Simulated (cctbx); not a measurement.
## Mn4CdS8 across an absorption edge

Space group I4/m (no. 87), a = 11.6960 Å, b = 11.6960 Å, c = 3.7270 Å, α = 90.00°, β = 90.00°, γ = 90.00°.

| atom | mult. | x | y | z | Ueq (Å²) |
| --- | --- | --- | --- | --- | --- |
| Cd1 | 2 | 0 | 0 | 1/2 | 0.0121 |
| Mn1 | 8 | 0.8478 | 0.6608 | 1/2 | 0.0110 |
| S1 | 8 | 0.1524 | 0.1947 | 0 | 0.0313 |
| S2 | 8 | 0.9554 | 0.3285 | 1/2 | 0.0217 |

The model was made for the exercise: a known structure type with other elements put in, its volume estimated, not relaxed; displacement parameters are assumed.

Calculated with cctbx: free-atom f′ and f″ from the Sasaki tables, no fine structure; amplitudes in electrons.

```
E (eV)  F 3 3 0  F 2 3 1  F 2 2 0  F 4 2 0
 26111     53.3     24.7     83.5     43.6
 26461     51.7     23.2     82.0     42.1
 26591     50.4     21.9     80.7     40.7
 26651     49.2     20.6     79.4     39.5
 26681     48.0     19.4     78.1     38.3
 26696     46.8     18.2     76.9     37.1
 26703     45.8     17.2     75.9     36.1
 26707     44.6     16.1     74.7     34.9
 26715     43.2     15.8     73.3     34.0
 26719     44.9     17.3     75.1     35.7
 26726     46.6     18.9     76.8     37.3
 26741     48.0     20.3     78.3     38.8
 26771     49.4     21.6     79.7     40.1
 26861     51.2     23.3     81.5     41.9
 27111     53.1     25.1     83.4     43.8
```

**Question.** Which edge is crossed, and why do the reflections move as they do?

The K edge of Cd. The edge is at 26711 eV. f′ of Cd falls from -4.8 e at 26591 eV to -7.8 e at 4 eV below it, and f″ steps from 0.56 to 3.60 e across it. Over that approach |F| changes by -12 % (3 3 0), -26 % (2 3 1), -7 % (2 2 0) and -14 % (4 2 0): a reflection falls where Cd scatters in phase with the total and rises where it scatters against it; it hardly moves where the Cd term is small or cancels by symmetry. Above the edge the larger f″ enters the imaginary part, where it can add to or cancel the other atoms' f″. The structure is centrosymmetric, so Friedel mates stay equal.

[Logs are printed without paths, hosts, clocks, repeated set-up lines and the standing remarks that a program may print on its own settings, such as how far it seeks lower states.]
